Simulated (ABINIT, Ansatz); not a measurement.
Computed results, one entry a study.

### A GW chain in ABINIT: CO2 (Cmce)

It takes space group Cmce (No. 64, orthorhombic). Conventional cell: a = 5.272 Å, b = 4.775 Å, c = 6.587 Å, α = 90.00°, β = 90.00°, γ = 90.00°. C has 2 O at 1.17 Å nearest. O has 1 C at 1.17 Å nearest. Farther neighbours, and contacts between anions beyond the nearest, are not listed.

```
C O
1.0
     2.63591   -2.38738    0.00000
     2.63591    2.38738    0.00000
     0.00000    0.00000    6.58717
C O
2 4
Direct
  0.00000 0.00000 0.00000
  0.50000 0.50000 0.50000
  0.80651 0.19349 0.89184
  0.19349 0.80651 0.10816
  0.69349 0.30651 0.39184
  0.30651 0.69349 0.60816
```

* method: RPA screening on PBEsol, plane waves, norm-conserving pseudopotentials (and 2 further levels or steps)
* program: ABINIT 10.8.3
* settings: cutoff 37 Ha, PseudoDojo scalar-relativistic 0.4.1 standard, norm-conserving, ngkpt (4, 4, 2), nband 397, ecuteps 8 Ha, inclvkb 2, shiftk (0, 0, 0), symchi 1, awtr 1, frequency ppm, 4×4×2 k-mesh
* cost: 5 runs, 44 min in all on 8 MPI ranks of Arm Neoverse N1, shared host
* notes: The program’s warnings: nkpt*nsppol () is not a multiple of nproc spkpt (). The cell and positions are those that the Materials Project relaxed with its own functionals (PBE, PBE+U or r2SCAN), kept fixed. The 4×4×2 mesh is coarse for this cell, which bears on the long-range parts of exchange and screening.
* PBEsol gap: 6.58 eV, indirect
* G0W0 gap on the mesh: 10.31 eV
* GW settings: 4×4×2 mesh, 397 bands, screening to 217.7 eV, Godby-Needs plasmon pole
* known limits: short of the basis limit; coarse k mesh

G0W0 moves the gap on the mesh from 6.58 eV to 10.31 eV (+3.73 eV), with Z of 0.82 and 0.88 at the edges. Local fields lower the RPA ε∞ on this mesh from 2.24 to 1.84; a Γ-centred mesh this coarse tends to raise both, most where the direct gap is narrow, while a short band sum lowers them.

[Long decimals in the printed logs are rounded to 6 places.]

[Logs are printed without paths, hosts, clocks, repeated set-up lines and the standing remarks that a program may print on its own settings, such as how far it seeks lower states.]

[Paths, hosts, dates, memory and timing lines, banners, echoed tables and standing remarks are left out of the program output; an Ansatz launch command may be rebuilt from the run's recorded settings. Measured values are a selection of at most five: reports struck by readers or far from the other reports are left out. None is set beside runs whose start may be inverted or whose files or cutoffs have a known fault.]

[Runs of the session that timed out or met a known fault of the program may be left out.]

[Hosts, paths, dates, database ids (printed as entryN), source tags and the programs' standing remarks are cut or masked in the printed files.]

[G0W0 gaps are taken among the corrected bands and points alone; a level outside them can change the order at an edge.]

[Where Ansatz stands beside ABINIT at settings called matched, ABINIT's density can come from a denser mesh and the files from another edition; pairs whose starting gaps differed by over 0.03 eV were left out, so agreement reads better than it is.]
